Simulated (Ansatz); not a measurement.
# K2Pt (Fm-3m): from the cell to its phonons, part 3 of 3

Wanted: phonon frequencies of K2Pt (Fm-3m) and what follows from them.

Ansatz 0.2.0; DFT PBEsol, scalar-relativistic, plane waves, PAW; PAW set soft_1.

So far. Step 3 (Relaxing to small forces for the phonons): The forces vanish by symmetry and the pressure is 0.000 GPa, within the tolerances set. The cell now holds 34.82 Å³/atom. Step 4 (Zone-centre response): Before it was imposed, the acoustic sum rule was missed by 5.9e-5 eV/Å² and the charge sum rule by 8.3e-4 e. Small misses are needed for a sound result but don't prove that mesh and cutoff are converged. The lowest optical mode is real, 92.8 cm⁻¹. The relaxed cell has a = 7.476 Å (conventional setting).

**5. Phonons on a q mesh**

Stability and thermal properties need the whole zone. Linear response on a 4×4×4 q mesh gives force constants as far as a supercell of that size would, and the tensors from the zone-centre run are typed in so that the long-range dipole term is interpolated apart.

Input file input.yaml:

```yaml
crystal:
  lattice:
    - [0.0, 3.7379195423, 3.7379195423]
    - [3.7379195423, 0.0, 3.7379195423]
    - [3.7379195423, 3.7379195423, 0.0]
  atoms:
    - { symbol: K, position: [0.75, 0.75, 0.75] }
    - { symbol: K, position: [0.25, 0.25, 0.25] }
    - { symbol: Pt, position: [0.0, 0.0, 0.0] }
kpoints:
  mp_grid: { grid: [8, 8, 8] }
hamiltonian:
  xc: pbesol
  pseudopotentials: { kind: paw, azcp: { folder: soft_1 }, xc_functional: pbe }
scf:
  occupations: { method: fixed }
output:
  eigenvalues: true
phonons:
  method: dfpt
  qmesh: [4, 4, 4]
  temperatures: { t_max: 1000, t_step: 50 }
  qpath:
    path:
      - [[0.0, 0.0, 0.0], [0.5, 0.0, 0.5], [0.625, 0.25, 0.625]]
      - [[0.375, 0.375, 0.75], [0.0, 0.0, 0.0], [0.5, 0.5, 0.5], [0.5, 0.25, 0.75], [0.5, 0.0, 0.5]]
    npoints: 10
  non_analytic_term:
    high_frequency_dielectric_tensor: [[5.0007, 0.0, 0.0], [0.0, 5.0007, 0.0], [0.0, 0.0, 5.0007]]
    born_effective_charges:
      - { species: K, tensor: [[0.946, 0.0, 0.0], [0.0, 0.946, 0.0], [0.0, 0.0, 0.946]] }
      - { species: K, tensor: [[0.946, 0.0, 0.0], [0.0, 0.946, 0.0], [0.0, 0.0, 0.946]] }
      - { species: Pt, tensor: [[-1.892, 0.0, 0.0], [0.0, -1.892, 0.0], [0.0, 0.0, -1.892]] }
    source: "zone-centre run at this cell"
```

Command:

```sh
$ ansatz run input.yaml --threads 4 --pin off --max-ram 10240MiB --backend cpu --events-out ev --progress --plain --runs-dir out
```

Numbers of over 12 decimals in the logs are rounded to 6 here.

What it wrote:

```text
Warning: phonons: the dynamical matrix that this run interpolates holds no multipole term above the dipole-dipole one, and a site of this crystal is no centre of inversion, so its interpolated transverse optical and acoustic branches and sound speeds can stay off near Gamma, and the density of states and the thermodynamics with them. What a run solves at a wave vector of phonons.qpoints, Gamma apart, where the deck admits one, is free of this, and under fd what a larger phonons.supercell samples
[...]
Crystal: 3 atoms, lattice volume = 104.453 Å³
Basis set: ecut = 420 eV, 2085 PW (Γ), exchange–correlation on 72×72×72 points (8 copies of the dense FFT grid, shifted against one another)
Bands: 22, of which v1, the nominal top of the filled ones, is band 18 counted from 1 (17 counted from 0)
Symmetry: 48 space group operations
k-points: 29 of 512
[...]
SCF iter   1: F=—  HF=-15421.278645 eV  |F-HF|=—  |Δ(HF+E_count)|=         —  Δρ=1.37e-1  dr2=3.94e1  ethr=3.10e-3  ⟨swp⟩=4.6  Hψ=2542  notcnv=0  defer=43
[...]
SCF iter  11: F=-15416.994639 eV  HF=-15416.994639 eV  |F-HF|=1.82e-12  |Δ(HF+E_count)|=  9.09e-12  Δρ=6.55e-8  dr2=5.71e-12  ethr=1.00e-12  ⟨swp⟩=6.9  Hψ=3918  notcnv=0
SCF 1 converged in 11 iterations: F = -15416.994639 eV  dr2 = 5.71e-12
[...]
NSCF: frozen V_eff on 29 k-points
[...]
DFPT response loops at q = (0, 0, 0) (fractional): preconditioner auto → none (the input reference at scf.mixing.eps_inf says where Resta's filter doesn't serve); β = 0.50; Broyden in place of MSR1
[...]
SCF converged after 11 iterations
Free energy (F): -15416.994639 eV
[...]
Internal energy: -15416.994639 eV  (E = F + TS)
E sigma→0 (E₀):  -15416.994639 eV
Fermi energy:    4.747673 eV
[...]
--- Band table (eV; the first three rows and the last of 29) ---
  k-point 0: bands = [... 14 lower, 4.5373, 4.6980, 4.6980, 4.6980, 8.3006, 8.3006, 8.3006, 10.4306]
  k-point 1: bands = [... 14 lower, 4.5455, 4.6754, 4.6949, 4.6949, 7.8466, 8.3915, 8.3915, 10.7321]
  k-point 2: bands = [... 14 lower, 4.5656, 4.6275, 4.6878, 4.6878, 7.1063, 8.6251, 8.6251, 10.7464]
  k-point 28: bands = [... 14 lower, 4.5100, 4.5100, 4.6828, 4.6957, 7.4531, 7.4531, 8.0381, 9.9287]
--- Phonons (Γ-DFPT): 2 representative perturbations + reference (Σ response iterations 6) ---
  ASR residual: 4.252e-5 → 0.000e0 eV/Å²; symmetrization residual: 3.525e-6 eV/Å²
  ASR residual per site (eV/Å²): 3.54e-5 3.54e-5 4.25e-5
  Γ frequencies (cm⁻¹): 0.00 0.00 0.00 92.80 92.80 92.80 118.34 118.34 118.34
--- Phonons (arbitrary-q DFPT): 8 irreducible q on the 4×4×4 mesh ---
  q = [0.0000, 0.0000, 0.0000] (star 1, of the zone-centre solve; hermiticity 3.99e-6, symmetrization 1.23e-12): -0.00 -0.00 0.00 92.80 92.80 92.80 118.34 118.34 118.34
  q = [0.0000, 0.0000, 0.2500] (star 8, 2 solved perturbations on 288 of 512 k-point pairs; hermiticity 1.86e-6, symmetrization 2.53e-7): 24.74 24.74 43.22 95.87 95.87 109.79 113.98 113.98 124.12
[...]
q = [0.0000, 0.2500, 0.2500] (star 6, 4 solved perturbations in 528 linear systems a pass and spin channel, the states on 164 of 512 k-point pairs; hermiticity 6.90e-6, symmetrization 1.54e-7): 27.42 27.42 48.36 85.30 85.30 94.80 121.58 121.58 135.38
[...]
sum rule: each row above includes the acoustic sum rule's correction from the zone centre's row sums; it moved no ω² by more than (0.50 cm⁻¹)²
  mesh force constants: q→R imaginary residual 3.91e-18; ASR residual 4.252e-5 → 0.000e0 eV/Å²; symmetrization residual 1.110e-15 eV/Å²
  interpolated dispersion: 63 rows × 9 modes
  density of states and harmonic sums: on the 16×16×16 q-mesh, interpolated from the force constants of a 4×4×4 supercell (with the dipole–dipole term of supplied tensors)
  largest difference from the sums on the solved wave vectors: F 1.64e-2 eV, S 2.04e-5 and C_V 3.97e-6 eV/K
  zero-point energy: 0.047399 eV/cell   skipped modes (ω ≤ 0): 3   left out of the sums: 8.14e-5 of the cell's modes: C_V's classical limit lies that fraction below 3 k_B per atom; for a crystal, a wire or a layer, F and S can be off by more, and a phonons.interpolated_qmesh denser along its periods is the remedy for the sampling
```

The job ended after 4.8 min (4 threads of Arm Neoverse V1, shared host; peak memory 2.6 GiB).

This step gave:

```yaml
sum_rule_residual_before_enforcement: 4.25e-5 eV/Å²
lowest_frequency_on_the_path: 0 cm⁻¹
highest_frequency_on_the_path_or_at_a_solved_wavevector: 151.5 cm⁻¹
mean_frequency: 85 cm⁻¹
debye_temperature_second_moment: 170 K
logarithmic_mean_frequency: 76.6 cm⁻¹
lowest_mode_on_the_q_mesh_acoustic_modes_at_gamma_apart: 24.74 cm⁻¹
zero_point_energy_per_atom: 15.8 meV
heat_capacity_at_300_k: 24.55 J/(mol atoms K)
vibrational_entropy_at_300_k: 50.14 J/(mol atoms K)
```

Frequencies (cm⁻¹) solved at each irreducible wavevector; negative means imaginary. Frequencies by wavevector, by row:

| q in reciprocal lattice units | star | mode 1 | mode 2 | mode 3 | mode 4 | mode 5 | mode 6 | mode 7 | mode 8 | mode 9 |
| --- | --- | --- | --- | --- | --- | --- | --- | --- | --- | --- |
| 0 0 0 | 1 | 0 | 0 | 0 | 92.8 | 92.8 | 92.8 | 118.3 | 118.3 | 118.3 |
| 0 0 0.25 | 8 | 24.7 | 24.7 | 43.2 | 95.9 | 95.9 | 109.8 | 114 | 114 | 124.1 |
| 0 0 -0.5 | 4 | 34.7 | 34.7 | 63.1 | 104.2 | 104.2 | 104.3 | 104.4 | 104.4 | 122.7 |
| 0 0.25 0.25 | 6 | 27.4 | 27.4 | 48.4 | 85.3 | 85.3 | 94.8 | 121.6 | 121.6 | 135.4 |
| 0 0.25 -0.5 | 24 | 39.7 | 46 | 59.3 | 76.3 | 84.5 | 86 | 119.4 | 121.6 | 138.8 |
| 0 0.25 -0.25 | 12 | 36.8 | 40.5 | 55.9 | 78.4 | 98.1 | 99.6 | 109.5 | 118.9 | 132.4 |
| 0 -0.5 -0.5 | 3 | 46.1 | 46.1 | 61.6 | 62.4 | 73 | 73 | 124.7 | 124.7 | 151.5 |
| 0.25 -0.5 -0.25 | 6 | 49.2 | 54.9 | 54.9 | 66.1 | 68.9 | 102.7 | 102.7 | 133.5 | 139.6 |

Interpolated from a 4×4×4 q mesh, with the LO-TO term (at Γ the limit along the path; where Γ stands inside the path, tables give the limit on arrival). The phonon branches at the labelled points (cm⁻¹):

| point | branch 1 | branch 2 | branch 3 | branch 4 | branch 5 | branch 6 | branch 7 | branch 8 | branch 9 |
| --- | --- | --- | --- | --- | --- | --- | --- | --- | --- |
| Γ | 0 | 0 | 0 | 93 | 93 | 118 | 118 | 118 | 121 |
| halfway | 27 | 27 | 48 | 85 | 85 | 95 | 122 | 122 | 135 |
| X | 46 | 46 | 62 | 62 | 73 | 73 | 125 | 125 | 152 |
| halfway | 45 | 49 | 60 | 63 | 75 | 76 | 124 | 124 | 149 |
| U | 44 | 54 | 56 | 67 | 81 | 82 | 120 | 123 | 144 |
| jump to K | 44 | 54 | 56 | 67 | 81 | 82 | 120 | 123 | 144 |
| halfway | 30 | 31 | 49 | 84 | 103 | 106 | 108 | 118 | 128 |
| Γ | 0 | 0 | 0 | 93 | 93 | 118 | 118 | 118 | 121 |
| halfway | 25 | 25 | 43 | 96 | 96 | 110 | 114 | 114 | 124 |
| L | 35 | 35 | 63 | 104 | 104 | 104 | 104 | 104 | 123 |
| halfway | 40 | 45 | 61 | 80 | 83 | 104 | 105 | 125 | 134 |
| W | 49 | 55 | 55 | 66 | 69 | 103 | 103 | 134 | 140 |
| halfway | 48 | 49 | 60 | 63 | 72 | 83 | 119 | 128 | 147 |
| X | 46 | 46 | 62 | 62 | 73 | 73 | 125 | 125 | 152 |

The phonon branches as a text plot (rows in cm⁻¹):

```
    148 |         *******                                    ****
    142 |       **       ***                             ****
    136 |      *            ***                       ******
    129 |   ***                ***                  ** **   ***
    123 |*** ****************     ****************** **       ***
    117 |****              ******************      **        *
    110 |   *                ** **         *****  *         *
    104 |    **                **             **************
     98 |      *             **  ****      *****  **       *
     92 |****               *     *********        **       *
     85 |    ****         **    **                   **      *
     79 |        ***   ****  ***                      **      *
     73 |           ****   **                          ***  *****
     66 |         ***   ***                              *****
     60 |        ********* **                  **********   *****
     54 |       *       **** ***              *         *****
     47 |      *    *****   *   *            *        ***********
     41 |    **   **     ******  *          *       ****
     35 |   *   **           ***  **       *   ******
     28 |      *                **        *  **
     22 |  * **                  ****      **
     16 |   *                     ***    **
      9 | **                        **  **
      3 |**                          ****
         Γ           X  U|K            Γ         L        W     X
```

Tetrahedra on a 16×16×16 mesh, mean over bins of 2 cm-1. Interpolated from a 4×4×4 q mesh. The phonon density of states by wavenumber; read off at these points:

| wavenumber (cm⁻¹) | phonon density of states (1/cm⁻¹/cell) |
| --- | --- |
| 1.0 | 3.0e-5 |
| 7.0 | 0.00145 |
| 11.0 | 0.00367 |
| 17.0 | 0.0097 |
| 21.0 | 0.0157 |
| 27.0 | 0.0297 |
| 33.0 | 0.0604 |
| 37.0 | 0.0979 |
| 43.0 | 0.104 |
| 47.0 | 0.0814 |
| 53.0 | 0.0490 |
| 57.0 | 0.110 |
| 59.0 | 0.157 |
| 63.0 | 0.0194 |
| 69.0 | 0.0315 |
| 73.0 | 0.0609 |
| 79.0 | 0.0782 |
| 83.0 | 0.0842 |
| 89.0 | 0.0910 |
| 91.0 | 0.0936 |
| 95.0 | 0.0822 |
| 99.0 | 0.0819 |
| 105.0 | 0.0325 |
| 109.0 | 0.0852 |
| 115.0 | 0.0858 |
| 119.0 | 0.124 |
| 125.0 | 0.128 |
| 131.0 | 0.0639 |
| 135.0 | 0.0474 |
| 141.0 | 0.0365 |
| 145.0 | 0.0218 |
| 151.0 | 0.0033 |

Phonopy on the run's constants, 13x13x13 mesh, Gaussian sigma 2.0 cm-1. Interpolated from a 4×4×4 q mesh. Table of partial phonon density of states by wavenumber; read off at these points; values in 1/cm⁻¹/cell:

| wavenumber (cm⁻¹) | K | Pt |
| --- | --- | --- |
| -10.0 | 0 | 0 |
| -5.0 | 5.5e-6 | 1.1e-5 |
| 0.0 | 7.9e-5 | 1.9e-4 |
| 5.0 | 1.8e-4 | 4.7e-4 |
| 10.0 | 8.3e-4 | 0.00215 |
| 15.0 | 0.00237 | 0.00656 |
| 20.0 | 0.00358 | 0.0108 |
| 25.0 | 0.00581 | 0.0193 |
| 30.0 | 0.00843 | 0.0336 |
| 35.0 | 0.0132 | 0.0692 |
| 37.5 | 0.0142 | 0.0826 |
| 40.0 | 0.0131 | 0.0864 |
| 43.0 | 0.0119 | 0.0896 |
| 45.0 | 0.0104 | 0.0849 |
| 50.0 | 0.00647 | 0.0542 |
| 55.0 | 0.00421 | 0.0606 |
| 58.5 | 0.00522 | 0.105 |
| 60.0 | 0.00580 | 0.0905 |
| 65.0 | 0.0197 | 0.00771 |
| 70.0 | 0.0379 | 0.00207 |
| 75.0 | 0.0634 | 0.00485 |
| 80.0 | 0.0733 | 0.00778 |
| 85.0 | 0.0754 | 0.00969 |
| 87.2 | 0.0814 | 0.0105 |
| 90.0 | 0.0772 | 0.0106 |
| 95.0 | 0.0766 | 0.00842 |
| 100.0 | 0.0682 | 0.00520 |
| 105.0 | 0.0670 | 0.00348 |
| 110.0 | 0.0697 | 0.00247 |
| 115.0 | 0.0881 | 0.00247 |
| 120.0 | 0.114 | 0.00312 |
| 123.6 | 0.115 | 0.00508 |
| 125.0 | 0.109 | 0.00541 |
| 130.0 | 0.0682 | 0.00349 |
| 135.0 | 0.0476 | 0.00170 |
| 140.0 | 0.0402 | 7.7e-4 |
| 145.0 | 0.0223 | 2.6e-4 |
| 150.0 | 0.00817 | 4.3e-5 |
| 155.0 | 2.9e-4 | 0 |
| 160.0 | 0 | 0 |

Harmonic thermodynamic functions per atom, from the density of states. Interpolated from a 4×4×4 q mesh. Thermodynamic functions, by row:

| T (K) | F_vib (meV/atom) | S (J/mol-atom/K) | C_V (J/mol-atom/K) |
| --- | --- | --- | --- |
| 0 | 15.8 | 0 | 0 |
| 50 | 13.68 | 11.06 | 15.48 |
| 100 | 4.33 | 24.24 | 21.74 |
| 200 | -29.92 | 40.27 | 24.07 |
| 300 | -77.1 | 50.14 | 24.55 |
| 400 | -132.9 | 57.23 | 24.72 |
| 500 | -195.2 | 62.75 | 24.8 |
| 600 | -262.6 | 67.28 | 24.84 |
| 700 | -334.4 | 71.11 | 24.87 |
| 800 | -409.9 | 74.43 | 24.89 |
| 900 | -488.6 | 77.36 | 24.9 |
| 1000 | -570.1 | 79.98 | 24.91 |

Harmonic mean-square displacement, third of the trace. Interpolated from a 4×4×4 q mesh. Mean square displacements, by row:

| T (K) | K1 U_eq (Å²) | K2 U_eq (Å²) | Pt3 U_eq (Å²) |
| --- | --- | --- | --- |
| 0 | 0.00476 | 0.00476 | 0.00198 |
| 100 | 0.01065 | 0.01065 | 0.00787 |
| 300 | 0.02929 | 0.02929 | 0.02305 |
| 600 | 0.05807 | 0.05807 | 0.046 |

Symmetry leaves 8 wavevectors to solve. The lowest mode among them, the acoustic zeros apart, lies at q = (0, 0, 0.25) and is real, 24.7 cm⁻¹.

**6. Another isotope**

An isotope changes the mass and not the force constants, so no new electronic calculation is needed; the shifts show which modes move this element.

The same force constants with the mass of K changed from 39.098 to 40.962 u (phonopy, no LO-TO term). Both lists are sorted by frequency; levels can cross, so a row need not hold one and the same mode. Modes under 3 cm⁻¹ are left out. Isotope shifts, by row:

| q | rank | natural mass (cm⁻¹) | changed mass (cm⁻¹) |
| --- | --- | --- | --- |
| 0 0 0 | 4 | 92.8 | 91.28 |
| 0 0 0 | 5 | 92.8 | 91.28 |
| 0 0 0 | 6 | 92.8 | 91.28 |
| 0 0 0 | 7 | 118.3 | 115.6 |
| 0 0 0 | 8 | 118.3 | 115.6 |
| 0 0 0 | 9 | 118.3 | 115.6 |
| 0 0 0.25 | 1 | 24.74 | 24.61 |
| 0 0 0.25 | 2 | 24.74 | 24.61 |
| 0 0 0.25 | 3 | 43.22 | 43.04 |
| 0 0 0.25 | 4 | 95.87 | 94.11 |
| 0 0 0.25 | 5 | 95.87 | 94.11 |
| 0 0 0.25 | 6 | 109.8 | 107.4 |
| 0 0 0.25 | 7 | 114 | 111.4 |
| 0 0 0.25 | 8 | 114 | 111.4 |
| 0 0 0.25 | 9 | 124.1 | 121.7 |
| 0 0 -0.5 | 1 | 34.66 | 34.56 |
| 0 0 -0.5 | 2 | 34.66 | 34.56 |
| 0 0 -0.5 | 3 | 63.14 | 63.14 |
| 0 0 -0.5 | 4 | 104.2 | 101.8 |
| 0 0 -0.5 | 5 | 104.2 | 101.8 |
| 0 0 -0.5 | 6 | 104.3 | 101.9 |
| 0 0 -0.5 | 7 | 104.4 | 102.3 |
| 0 0 -0.5 | 8 | 104.4 | 102.3 |
| 0 0 -0.5 | 9 | 122.7 | 119.8 |
| 0 0.25 0.25 | 1 | 27.42 | 27.26 |
| 0 0.25 0.25 | 2 | 27.42 | 27.26 |
| 0 0.25 0.25 | 3 | 48.36 | 48.24 |
| 0 0.25 0.25 | 4 | 85.3 | 83.8 |
| 0 0.25 0.25 | 5 | 85.3 | 83.8 |
| 0 0.25 0.25 | 6 | 94.8 | 92.61 |
| 0 0.25 0.25 | 7 | 121.6 | 118.8 |
| 0 0.25 0.25 | 8 | 121.6 | 118.8 |
| 0 0.25 0.25 | 9 | 135.4 | 132.6 |

A mode of this element alone would shift by -2.30 %. The highest zone-centre frequency without the field goes from 118.3 to 115.6 cm⁻¹ (-2.3 %). The product of the frequency ratios over all optical modes at Γ is 0.888; the product rule, (m/m′)^(3k/2) (M′/M)^(3/2) with k = 2 such atoms and M the mass of the cell, gives 0.887.

**7. What came out**

| Property | Result |
| --- | --- |
| space group after relaxation (within 0.01 Å) | Fm-3m |
| volume per atom | 34.8 Å³ |
| gap on the k-mesh | 1.40 eV |
| highest optical mode at the zone centre (no LO-TO term) | 118 cm⁻¹ |
| top of the zone-centre spectrum with the field | 121 cm⁻¹ |
| lowest optical zone-centre mode | 92.8 cm⁻¹ |
| mean high-frequency dielectric constant | 5.00 |
| mean static dielectric constant | 8.51 |
| largest Born charge (third of the trace) | -1.89 e |
| lowest mode on the q mesh (acoustic modes at Γ apart) | 24.7 cm⁻¹ |
| highest frequency on the path or at a solved wavevector | 152 cm⁻¹ |
| zero-point energy per atom | 15.8 meV |
| heat capacity at 300 K | 24.5 J/(mol atoms K) |
| vibrational entropy at 300 K | 50.1 J/(mol atoms K) |
| Debye temperature (second moment) | 170 K |
| imaginary modes on the 4×4×4 q mesh | none |

**Reading.** The structure is a minimum as far as tested: no mode is imaginary at the 8 irreducible wavevectors of the 4×4×4 mesh, and the softest away from the acoustic zeros lies at 25 cm⁻¹. Without the field, the optical modes at Γ span 93 to 118 cm⁻¹. The highest mode in this list at Γ, 118.3 cm⁻¹, is mostly motion of K (100 % of the kinetic energy). With the macroscopic field of the longitudinal modes the top of the zone-centre spectrum lies at 121 cm⁻¹, against 118 cm⁻¹ without it. Lattice motion raises the mean dielectric constant from 5.001 to 8.509. The strongest infrared line is at 93 cm⁻¹. Averaged over orientations, the strongest Raman line at 532 nm and 300 K is at 118 cm⁻¹. The tensors are the static, non-resonant ones, while 532 nm light (2.33 eV) lies above the computed gap. The program warns that the interpolation holds no quadrupole term, so branches close to Γ can be off in this crystal. Spin-orbit coupling is left out, which can matter for the heavy elements here. The PAW files were made for PBE and serve the other functionals too. These are harmonic frequencies at zero temperature: anharmonic shifts, linewidths and thermal expansion are left out.

[Logs are printed without paths, hosts, clocks, repeated set-up lines and the standing remarks that a program may print on its own settings, such as how far it seeks lower states.]

[Hosts, paths, dates, database ids (printed as entryN), source tags and the programs' standing remarks are cut or masked in the printed files.]
